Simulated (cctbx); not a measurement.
**What resolution and counting buy: Gd2Ti4Al6Au**

Space group R-3m (no. 166), a = 4.1870 Å, b = 4.1870 Å, c = 50.6380 Å, α = 90.00°, β = 90.00°, γ = 120.00°.

| atom | mult. | x | y | z | Ueq (Å²) |
| --- | --- | --- | --- | --- | --- |
| Au1 | 3 | 0 | 0 | 0 | 0.0187 |
| Gd1 | 6 | 2/3 | 1/3 | 0.8999 | 0.0077 |
| Ti1 | 6 | 1/3 | 2/3 | 0.9337 | 0.0180 |
| Ti2 | 6 | 0 | 0 | 0.8637 | 0.0159 |
| Al1 | 6 | 0 | 0 | 0.9484 | 0.0190 |
| Al2 | 6 | 1/3 | 2/3 | 0.9834 | 0.0157 |
| Al3 | 6 | 1/3 | 2/3 | 0.8526 | 0.0334 |

The model was made for the exercise: a known structure type with other elements put in, its volume estimated, not relaxed; displacement parameters are assumed.

Five simulated data sets (cctbx; Ag Kα, λ = 0.56087 Å; 2 % proportional error) differ in resolution or exposure (noise floor 8 counts in the first three, 8 in the last two). Each is refined with the right model, isotropic at 1.1 Å and anisotropic otherwise. How do the figures of merit and the uncertainties move?

```
d min (Å)  top counts  ⟨I/σ⟩ (unmerged, absences included)  unique  param. (scale apart)   Rint      R1  GooF  largest s.u. xyz (fractional)  s.u. U of Al1 (Å²)  largest error (Å)
      1.1       70000                                 10.3     110                    13  0.016  0.0074  1.15                        0.00005              0.0006             0.0046
     0.84       70000                                  9.8     215                    20  0.017  0.0067  0.94                        0.00003              0.0004             0.0025
      0.6       70000                                  7.6     541                    20  0.020  0.0087  0.97                        0.00003              0.0002             0.0010
     0.75         300                                  0.6     302                    20  0.311  0.0878  1.05                        0.00065              0.0089             0.0299
     0.75        3000                                  2.6     302                    20  0.058  0.0285  1.05                        0.00014              0.0016             0.0051
```

The number of reflections grows roughly as 1/d³: 110, 215 and 541 here. R1 follows the noise rather than the truth: at 300 counts it is 0.0878, at 3000 counts 0.0285, while GooF is 1.05 and 1.05: the weights 1/σ² carry the noise. The s.u. of U (U11 where anisotropic) for Al1 goes 0.0006, 0.0004, 0.0002 Å² with resolution and 0.0089, 0.0016 Å² with exposure.

Hardware for the 0.6 Å refinement: 0.54 s on 1 thread of Arm Neoverse V2, on a shared host, peak memory 0.09 GiB.

[Logs are printed without paths, hosts, clocks, repeated set-up lines and the standing remarks that a program may print on its own settings, such as how far it seeks lower states.]
